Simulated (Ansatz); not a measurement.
# Dielectric function and optical constants of PbO (Litharge), part 2 of 2

What colour and refractive index does PbO (Litharge) have at this level of theory? The cell comes from an older database entry, whose edges can differ from later determinations, mostly by under a per cent.

Ansatz 0.2.0; DFT, PBE, plane-wave PAW, default files, scalar-relativistic, independent-particle optical response without local fields.

So far. Step 2 (Ground state and bands): There is a gap, 1.14 eV on the path, so no carriers' term is needed. The cell is left with a pressure of 3.0 GPa and forces up to 0.01 eV/Å, as it stands unrelaxed at this level.

The database entry behind the starting cell differs from later determinations by our own check (an axis about 0.4 % long against later determinations), so it need not match the best structure at ambient conditions.

### 3. Spectrum

With the density converged, the vertical transitions are summed over the zone.

This step: DFT, PBE, plane-wave PAW, default files, scalar-relativistic, independent-particle optical response without local fields (Ansatz 0.2.0).

The input, input.yaml:

```yaml
crystal:
  lattice:
    - [3.99, 0.0, 0.0]
    - [0.0, 3.99, 0.0]
    - [0.0, 0.0, 5.01]
  atoms:
    - { symbol: Pb, position: [0.5, 0.0, 0.76] }
    - { symbol: Pb, position: [0.0, 0.5, 0.24] }
    - { symbol: O, position: [0.5, 0.5, 0.0] }
    - { symbol: O, position: [0.0, 0.0, 0.0] }
kpoints:
  mp_grid: { grid: [6, 6, 5] }
scf:
  occupations: { method: fixed }
hamiltonian:
  xc: pbe
  pseudopotentials: { kind: paw }
output:
  optics:
    e_range: [0, 22]
    de: 0.05
    sigma: 0.1
    nscf_kmesh: { grid: [8, 8, 6] }
    bands: { spectra_wanted_up_to: 22 }
```

Launch:

```
$ ansatz run input.yaml --threads 4 --pin off --max-ram 8192MiB --backend cpu --events-out ev --progress --plain --runs-dir out
```

Numbers of over 12 decimals in the logs are rounded to 6 here.

The program printed:

```text
[...]
Crystal: 4 atoms, lattice volume = 79.760 Å³
Basis set: ecut = 420 eV, 1569 PW (Γ)
Bands: 24, of which v1, the nominal top of the filled ones, is band 20 counted from 1 (19 counted from 0)
Symmetry: 16 space group operations
[...]
k-points: 30 of 180
[...]
SCF iter   1: F=—  HF=-24947.068909 eV  |F-HF|=—  |Δ(HF+E_count)|=         —  Δρ=1.53e-3  dr2=1.47e-3  ethr=1.77e-3  ⟨swp⟩=5.0  Hψ=2713  notcnv=0  defer=55
[...]
SCF iter   9: F=-24947.070484 eV  HF=-24947.070484 eV  |F-HF|=3.64e-12  |Δ(HF+E_count)|=  3.97e-10  Δρ=9.02e-8  dr2=7.83e-12  ethr=1.00e-12  ⟨swp⟩=4.5  Hψ=3228  notcnv=0
SCF 1 converged in 9 iterations: F = -24947.070484 eV  dr2 = 7.83e-12
[...]
NSCF: frozen V_eff on 60 k-points
output.optics: what the bands over the 65 summed would add to eps1, eps2 and the energy-loss function is held between a lower and an upper bound (6 Lanczos steps). eps1, eps2 and their loss function (loss_summed_bands) are given on every row as the summed bands alone make them. Along an axis, on a row where the two bounds hold the loss function to about 1 % of the greater of itself and 0.5 % of |1/eps|, its cell (loss_completed) is given, with the completed eps1 and eps2 that it is formed of (a cell that is left empty reads nan in the table and null in the record). The two bounds hold it so along every axis on all 441 rows up to 22.000 eV. [rest of the remark cut]
SCF converged after 9 iterations
Free energy (F): -24947.070484 eV
[...]
Internal energy: -24947.070484 eV  (E = F + TS)
E sigma→0 (E₀):  -24947.070484 eV
Fermi energy:    8.472503 eV
[...]
--- Band table (eV; the first three rows and the last of 30) ---
  k-point 0: bands = [... 16 lower, 6.8218, 6.9046, 6.9046, 8.4725, 10.9005, 14.0130, 14.0130, 14.0871]
  k-point 1: bands = [... 16 lower, 6.8071, 6.8960, 6.8960, 8.2519, 10.6554, 13.2003, 13.2003, 13.7114]
  k-point 2: bands = [... 16 lower, 6.7844, 6.8790, 6.8790, 7.6704, 10.5274, 12.5072, 12.5072, 12.8540]
  k-point 29: bands = [... 16 lower, 6.2681, 6.2681, 7.5110, 7.5110, 11.4589, 11.4589, 13.7142, 13.7142]
```

Elapsed: 11 s, on 4 threads of AMD EPYC 9R45, shared host; peak memory 1.3 GiB; 40 s of CPU time.

Read-outs, printed or worked out from the files:

| Item | Value |
| --- | --- |
| electronic dielectric constant ε∞, mean over x, y and z (by symmetry where fewer were run) | 7.171 |
| absorption onset, first axis (α over 10⁴ cm⁻¹, or the direct gap if that lies higher) | 2.142 eV |
| main peak of Im epsilon, first axis | 3.761 eV |
| photocurrent from vertical transitions in a film 500 nm thick on a perfect mirror (two passes), AM1.5G, no front reflection, all carriers collected | 11.33 mA/cm² |
| least direct gap on the mesh | 2.110 eV |
| bands summed | 65 |
| spectra valid up to | 32.90 eV |
| program's estimate of the k-sum error in Im epsilon | 0.05 % |
| electrons in the f-sum | 34.03 |

The Im ε has structure finer than the step of the table below, so its rows give means over 0.5 eV, whole bins alone (the curve runs from 0 to 22 eV). Peaks (eV: height): E ∥ x or y 3.75: 15.9; E ∥ z 4.45: 15.6, 7.10: 7.01.

Table of Im ε by photon energy; means over each step:

```
photon energy (eV)  E ∥ x or y    E ∥ z
               1.5           0        0
               2.0       0.132  0.00143
               2.5       0.892     1.06
               3.0        3.37     3.02
               3.5        10.4     6.29
               4.0        14.0     9.68
               4.5        11.1     13.5
               5.0        6.83     7.42
               5.5        5.84     5.70
               6.0        5.79     5.10
               6.5        6.53     4.34
               7.0        4.70     6.43
               7.5        2.98     4.23
               8.0        2.39     2.23
               8.5        2.70     1.77
               9.0        2.57     1.64
               9.5        2.35     1.57
              10.0        3.03     2.07
              10.5        2.41     2.63
              11.0        1.55     2.56
              11.5        1.11     1.60
              12.0       0.887     1.09
              12.5       0.842    0.973
              13.0       0.845    0.998
              13.5       0.997    0.648
              14.0        1.05    0.617
              14.5        1.50     1.03
              15.0        1.50     1.31
              15.5        1.39     1.22
              16.0        1.09    0.727
              16.5       0.916    0.595
              17.0       0.744    0.580
              17.5       0.719    0.566
              18.0       0.911    0.690
              18.5       0.950     1.12
              19.0       0.934     1.21
              19.5       0.772    0.984
              20.0       0.611    0.687
              20.5       0.531    0.680
              21.0       0.510    0.826
              21.5       0.503    0.892
```

Re ε against photon energy:

```
photon energy (eV)  E ∥ x or y    E ∥ z
                 0        7.39     6.74
                 1        7.72     7.01
                 2        9.29     8.24
                 3        13.9     11.5
                 4        5.08     9.99
                 5     0.00516   -0.739
                 6        1.89   -0.358
                 7       -2.05    0.575
                 8      -0.324    -1.27
                 9      -0.488  -0.0531
                10       0.415    0.932
                11      -0.501   -0.629
                12       0.105  -0.0690
                13       0.653   0.0897
                14       0.975    0.801
                15       0.547    0.892
                16       0.304    0.439
                17       0.463    0.829
                18       0.759     1.25
                19       0.554    0.819
                20       0.491    0.686
                21       0.664    0.938
                22       0.798    0.751
```

Table of refractive index n and extinction k by photon energy:

```
photon energy (eV)  n, E ∥ x or y  k, E ∥ x or y  n, E ∥ z  k, E ∥ z
                 0           2.72              0      2.60         0
                 2           3.05        0.00277      2.87         0
                 4           3.16           2.22      3.47      1.43
                 6           1.98           1.43      1.50      1.62
                 8           1.01           1.16     0.802      1.38
                10           1.31           1.14      1.27     0.825
                12          0.705          0.626     0.720     0.766
                14           1.09          0.461     0.947     0.311
                16          0.843          0.638     0.792     0.433
                18          0.993          0.475      1.15     0.281
                20          0.798          0.382     0.911     0.380
                22          0.930          0.261     0.947     0.382
```

The loss function −Im 1/ε at q → 0 has structure finer than the step of the table below, so its rows give means over 0.5 eV, whole bins alone (the curve runs from 0 to 22 eV). Peaks (eV: height): E ∥ x or y 8.15: 0.445, 9.25: 0.510, 12.00: 1.12, 16.90: 1.02, 19.60: 1.09; E ∥ z 9.20: 0.679, 12.50: 1.02, 13.30: 1.23, 15.90: 1.12, 19.65: 0.919, 21.65: 0.737.

Table of loss function −Im 1/ε at q → 0 by energy loss; means over each step:

```
energy loss (eV)  E ∥ x or y   E ∥ z
             1.5           0       0
             2.0     0.00135  1.8e-5
             2.5     0.00757  0.0103
             3.0      0.0155  0.0197
             3.5      0.0328  0.0440
             4.0      0.0626  0.0489
             4.5      0.0909  0.0691
             5.0       0.146   0.137
             5.5       0.172   0.172
             6.0       0.163   0.200
             6.5       0.152   0.208
             7.0       0.187   0.150
             7.5       0.302   0.194
             8.0       0.410   0.340
             8.5       0.364   0.544
             9.0       0.397   0.611
             9.5       0.408   0.517
            10.0       0.327   0.405
            10.5       0.367   0.338
            11.0       0.572   0.383
            11.5       0.830   0.584
            12.0        1.10   0.904
            12.5       0.994   0.959
            13.0       0.742   0.988
            13.5       0.605    1.03
            14.0       0.512   0.602
            14.5       0.460   0.434
            15.0       0.587   0.532
            15.5       0.667   0.765
            16.0       0.860    1.02
            16.5       0.940   0.743
            17.0       0.955   0.572
            17.5       0.724   0.434
            18.0       0.650   0.335
            18.5       0.724   0.418
            19.0       0.800   0.558
            19.5        1.00   0.778
            20.0       0.982   0.716
            20.5       0.841   0.558
            21.0       0.720   0.530
            21.5       0.634   0.660
```

The reflectivity at normal incidence has structure finer than the step of the table below, so its rows give means over 0.5 eV, whole bins alone (the curve runs from 0 to 22 eV). Peaks (eV: height): E ∥ x or y 4.50: 44.5, 7.00: 42.3, 8.90: 28.0, 10.65: 34.8, 11.40: 31.1, 15.70: 14.0; E ∥ z 4.50: 46.6, 5.90: 34.8, 7.75: 45.1, 11.05: 29.2, 13.00: 15.1, 15.55: 11.9, 19.50: 8.64.

Table of reflectivity at normal incidence by photon energy; means over each step:

```
photon energy (eV)  E ∥ x or y (%)  E ∥ z (%)
               0.5            21.6       19.9
               1.0            22.2       20.4
               1.5            23.3       21.5
               2.0            25.7       23.5
               2.5            28.5       27.0
               3.0            34.1       30.8
               3.5            40.0       32.2
               4.0            43.1       36.8
               4.5            43.3       45.0
               5.0            35.5       39.0
               5.5            31.8       30.5
               6.0            28.7       31.1
               6.5            35.5       23.3
               7.0            41.2       34.9
               7.5            33.5       42.3
               8.0            24.5       38.6
               8.5            19.2       23.5
               9.0            24.9       18.0
               9.5            16.7       10.2
              10.0            22.8       12.9
              10.5            32.5       16.4
              11.0            28.2       27.4
              11.5            27.0       26.9
              12.0            14.7       19.4
              12.5            9.11       12.0
              13.0            5.46       13.2
              13.5            5.51       6.65
              14.0            5.16       2.83
              14.5            8.56       4.75
              15.0            11.1       7.74
              15.5            12.3       11.3
              16.0            11.7       7.63
              16.5            9.40       3.49
              17.0            6.81       2.40
              17.5            4.19       1.83
              18.0            5.19       2.43
              18.5            6.34       5.24
              19.0            7.20       7.04
              19.5            7.72       7.49
              20.0            5.45       3.91
              20.5            3.77       2.87
              21.0            2.89       3.67
              21.5            2.37       5.10
```

Optical constants at common wavelengths, from n + ik = √ε:

```
wavelength (nm)  n xy   k xy  R (%) xy     1/α xy   n z    k z  R (%) z      1/α z
           1550  2.76  0.000      21.8  over 1 mm  2.63  0.000     20.1  over 1 mm
           1064  2.80  0.000      22.5  over 1 mm  2.67  0.000     20.7  over 1 mm
            800  2.88  0.000      23.5  over 1 mm  2.74  0.000     21.6  over 1 mm
            633  3.02  0.001      25.3      56 µm  2.85  0.000     23.1  over 1 mm
            405  3.83  0.471      35.0      68 nm  3.52  0.376     31.6      86 nm
            365  3.90  1.025      37.8      28 nm  3.20  0.978     31.2      30 nm
            193  1.83  1.747      33.8     8.8 nm  1.62  1.195     21.9      13 nm
```

A film 1 µm thick would pass 25 % of daylight and look orange in transmission (x = 0.557, y = 0.433). A larger true gap would move the edge to shorter wavelengths and change the colour.

At 1064 nm the birefringence n(z) − n(x) is -0.133: the crystal is uniaxial negative at this level.

The f-sum over the summed bands holds 34.0 of the cell's 40 electrons outside the frozen cores, 24 of which lie in bands more than 12 eV below the Fermi level, whose transitions come at higher energies. Up to 22 eV the strength has a mean oscillator energy of 6.6 eV, well above the main peak, so higher transitions carry much of it.

### 4. Static response with local fields

Perturbation theory gives the static response with local fields and the functional's kernel, and it needs no empty bands.

This step: DFT, PBE, plane-wave PAW, default files, scalar-relativistic, static field response by perturbation theory with local fields (Ansatz 0.2.0).

input.yaml, as its differences from that of step 3:

```diff
@@ -17,8 +17,2 @@
   pseudopotentials: { kind: paw }
-output:
-  optics:
-    e_range: [0, 22]
-    de: 0.05
-    sigma: 0.1
-    nscf_kmesh: { grid: [8, 8, 6] }
-    bands: { spectra_wanted_up_to: 22 }
+dielectric: {}
```

The program printed:

```text
[...]
Crystal: 4 atoms, lattice volume = 79.760 Å³
Basis set: ecut = 420 eV, 1569 PW (Γ), exchange–correlation on 60×60×72 points (8 copies of the dense FFT grid, shifted against one another)
Bands: 24, of which v1, the nominal top of the filled ones, is band 20 counted from 1 (19 counted from 0)
Symmetry: 16 space group operations
k-points: 64 of 180 (irreducible under 2 space group operations, time reversal used)
[...]
SCF iter   1: F=—  HF=-24947.068902 eV  |F-HF|=—  |Δ(HF+E_count)|=         —  Δρ=1.53e-3  dr2=1.47e-3  ethr=1.77e-3  ⟨swp⟩=5.0  Hψ=5809  notcnv=0  defer=122
[...]
SCF iter   9: F=-24947.070450 eV  HF=-24947.070450 eV  |F-HF|=3.64e-12  |Δ(HF+E_count)|=  3.64e-10  Δρ=8.83e-8  dr2=7.39e-12  ethr=1.00e-12  ⟨swp⟩=5.5  Hψ=5506  notcnv=0
SCF 1 converged in 9 iterations: F = -24947.070450 eV  dr2 = 7.39e-12
[...]
DFPT response loops at Γ: preconditioner auto → Resta (q_TF=auto, 2.432 Å⁻¹)  ε∞=7.2 (no band partly filled); β = 1.00, the filter's whole step (`scf.mixing.beta` (0.50) is not read by the response loops at its default; to damp them type it under 1.00, their step now; it binds the ground state too); Broyden in place of MSR1
── the response to a field inside a basis, on 6×6×6 k-points: an SCF that follows is theirs, and a resumed run solves both again ──
Bands: 21, of which v1, the nominal top of the filled ones, is band 20 counted from 1 (19 counted from 0)
k-points: 18 of 216
[...]
Eigensolver: Dense (18 Hₖ)
SCF iter   1: F=—  HF=-24947.061330 eV  |F-HF|=—  |Δ(HF+E_count)|=         —  Δρ=3.22e-4  dr2=1.64e-5  ethr=1.00e-1
[...]
SCF iter   4: F=-24947.061335 eV  HF=-24947.061335 eV  |F-HF|=7.99e-9  |Δ(HF+E_count)|=   4.15e-7  Δρ=3.58e-6  dr2=5.89e-9  ethr=2.13e-9
SCF 1 converged in 4 iterations: F = -24947.061335 eV  dr2 = 5.89e-9
[...]
SCF converged after 9 iterations
Free energy (F): -24947.070450 eV
[...]
Internal energy: -24947.070450 eV  (E = F + TS)
E sigma→0 (E₀):  -24947.070450 eV
Fermi energy:    8.472498 eV
[...]
--- Band table (eV; the first three rows and the last of 64) ---
  k-point 0: bands = [... 16 lower, 6.8218, 6.9046, 6.9046, 8.4725, 10.9005, 14.0130, 14.0130, 14.0871]
  k-point 1: bands = [... 16 lower, 6.8071, 6.8960, 6.8960, 8.2519, 10.6554, 13.2003, 13.2003, 13.7114]
  k-point 2: bands = [... 16 lower, 6.7844, 6.8790, 6.8790, 7.6704, 10.5274, 12.5072, 12.5072, 12.8540]
  k-point 63: bands = [... 16 lower, 6.2681, 6.2681, 7.5110, 7.5110, 11.4589, 11.4589, 13.7142, 13.7142]
--- Dielectric response (ions clamped): 3 representative field directions + reference, inside a basis on a mesh of 216 k-points (Σ response iterations 18) ---
  ε∞ (high-frequency dielectric tensor):
        6.865356     0.000000     0.000000
        0.000000     6.865356     0.000000
        0.000000     0.000000     6.265634
  Born effective charges Z* (e; rows j = field, columns β = displacement):
    site 0:
         3.15479   -0.00000   -0.00000
         0.00000    3.15479   -0.00000
         0.00000    0.00000    2.32848
    site 1:
         3.15479   -0.00000    0.00000
         0.00000    3.15479    0.00000
        -0.00000   -0.00000    2.32848
    site 2:
        -3.15479    0.00000    0.00000
        -0.00000   -3.15479    0.00000
        -0.00000    0.00000   -2.32848
    site 3:
        -3.15479    0.00000    0.00000
        -0.00000   -3.15479    0.00000
        -0.00000    0.00000   -2.32848
  Z* charge neutrality: 3.928e-3 e pre-enforcement
  solved inside a basis spanned on kpoints, on 6×6×6 k-points, its susceptibility summed on 12×12×10: ε∞ is read to err by 2.1e-2, Z* by 1.8e-2 e (field_mesh: kpoints solves on kpoints); Z* is corrected for what the basis lacks
```

Run time: 10 s. Hardware: 4 threads; peak memory 0.86 GiB; 37 s of CPU time.

This step gave:

* electronic dielectric constant ε∞, mean over x, y and z (by symmetry where fewer were run): 6.665

ε∞ with local fields:

```
6.87 0.00 0.00
0.00 6.87 0.00
0.00 0.00 6.27
```

Diagonal elements. Born, by row:

```
atom  Z*xx (e)  Z*yy (e)  Z*zz (e)
 Pb1     3.155     3.155     2.328
 Pb2     3.155     3.155     2.328
  O3    -3.155    -3.155    -2.328
  O4    -3.155    -3.155    -2.328
```

Mean Born charges are Pb +2.88 and O -2.88, against formal valences of +2 and -2. That of Pb exceeds its valence by 44 %, the mark of charge moving along hybridised bonds as the atoms shift.

### 5. Outcome

| Property | Result |
| --- | --- |
| gap on the path | 1.14 eV |
| least direct gap on the path | 2.11 eV |
| electronic dielectric constant ε∞, mean over x, y and z (by symmetry where fewer were run) (independent particles) | 7.17 |
| absorption onset, first axis (α over 10⁴ cm⁻¹, or the direct gap if that lies higher) | 2.14 eV |
| main peak of Im epsilon, first axis | 3.76 eV |
| photocurrent from vertical transitions in a film 500 nm thick on a perfect mirror (two passes), AM1.5G, no front reflection, all carriers collected | 11.3 mA/cm² |
| electronic dielectric constant ε∞, mean over x, y and z (by symmetry where fewer were run) (static response with local fields) | 6.67 |

At this level (PBE, independent particles) PbO has a mean ε∞ = 7.17 (6.67 with local fields) and n = 2.76 at 1550 nm (E ∥ x); absorption sets in near 2.1 eV, and Im ε peaks at 3.8 eV (E ∥ x). The gap is indirect (1.14 eV), so absorption without phonons can begin only at the direct gap of 2.11 eV. The absorption coefficient passes 10⁴ cm⁻¹ at 2.14 eV, inside the visible range. Distinct maxima of Im ε, read by a parabola through the highest points, lie at 3.76 eV (16), 6.60 eV (6.7), 8.75 eV (3.4) and 10.16 eV (3.4) for E ∥ x or y. The static values by axis are 7.39 (xy), 6.74 (z). The f-sum over the summed bands holds 34.0 of the cell's 40 electrons outside the frozen cores, 24 of which lie in bands more than 12 eV below the Fermi level, whose transitions come at higher energies. Up to 22 eV the strength has a mean oscillator energy of 6.6 eV, well above the main peak, so higher transitions carry much of it. A film 1 µm thick would pass 25 % of daylight and look orange in transmission (x = 0.557, y = 0.433). A larger true gap would move the edge to shorter wavelengths and change the colour. At 1064 nm the birefringence n(z) − n(x) is -0.133: the crystal is uniaxial negative at this level. In the base spectrum excitons and phonon-assisted transitions are missing, and so are local fields; PBE gaps are as a rule too small, which pulls the onset down and ε∞ up, while the missing spin-orbit coupling works the other way with such heavy atoms. In the base run ε includes the program's bounded estimate of what the bands above those summed add. Spin-orbit coupling is left out although heavy atoms are present.

[Logs are printed without paths, hosts, clocks, repeated set-up lines and the standing remarks that a program may print on its own settings, such as how far it seeks lower states.]

[Hosts, paths, dates, database ids (printed as entryN), source tags and the programs' standing remarks are cut or masked in the printed files.]
